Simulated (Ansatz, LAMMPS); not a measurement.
# Gap against volume in amorphous polythiophene (as short chains C30S7H20), from a frame at 400 K, (114 atoms)

Density of this cell: 1.41 g/cm³. The cell holds 114 atoms: 60 C, 14 S and 40 H. Cell: a = 11.158 Å, b = 11.038 Å, c = 11.715 Å, α = 90.8°, β = 89.2°, γ = 100.2°. The starting structure: 2 polythiophene chains of 7 units with methyl end groups placed at random, at 1.28 g/cm³; overlaps pushed apart, then 20 ps at 800 K with MMFF94 bonds, angles, torsions, charges and radii (Halgren, J. Comput. Chem. 17, 490 (1996)) in harmonic and 12-6 forms. Snapshot after 30 ps at 400 K and fixed volume.

Calculated with Ansatz 0.2.0: Kohn-Sham DFT, PBE+D3(BJ), PAW (set soft_2), plane waves; cutoff 420 eV, Γ point, fixed occupations. The relaxed cell was scaled evenly and the atoms were relaxed at each volume. The gap is that between the highest filled and the lowest empty Kohn-Sham level on the run's k-points.

| volume (Å³/atom) | gap (eV) |
| --- | --- |
| 11.209 | 1.478 |
| 11.708 | ? |
| 12.081 | 1.531 |
| 12.455 | 1.543 |
| 12.828 | 1.536 |
| 13.202 | 1.539 |

Task: Fit a straight line in ln V to the rows given and interpolate to the withheld row.

Worked fit:

A volume deformation potential makes the spacing linear in u = ln(V/V0), with V0 = 12.455 Å³ the relaxed volume; v is the spacing.

| u = ln(V/V0) | v (eV) |
| --- | --- |
| -0.105360 | 1.4776 |
| -0.0304584 | 1.5307 |
| 0 | 1.5432 |
| 0.0295587 | 1.5365 |
| 0.0582679 | 1.5392 |

With n = 5: mean u = -0.00959837, mean v = 1.52544, Σ(u − ū)² = 0.015837, Σ(u − ū)(v − v̄) = 0.0060089. Slope b = 0.0060089 / 0.015837 = 0.37943; intercept a = v̄ − b ū = 1.5291.

At the withheld volume u = -0.06187, and v = a + b u.

Prediction at 11.708: 1.506 eV. The run gave 1.515 eV, so the fit is low by 0.0098 eV (0.65 % of the value).

The rows follow a line only loosely (correlation 0.87 in size over all rows, under the 0.97 asked here), so the slope of +0.38 eV is a mean trend and no deformation potential. Among the rows given, the largest miss of the fit is at 12.455, by 0.014 eV (22 % of the range of the table).

Limits: The table spans 16 % in volume, wide for a linear law. Semilocal functionals tend to put gaps under measured ones. Only the Γ point is sampled. Defect or tail levels can set the spacing of a disordered cell.

[Hosts, paths, dates, database ids (printed as entryN), source tags and the programs' standing remarks are cut or masked in the printed files.]

[The MMFF94 radii named for the starting cell were scaled by 0.96; in molecules described by MMFF94, hydrogen bound to N, O or S took a small fixed 12-6 site in their place.]
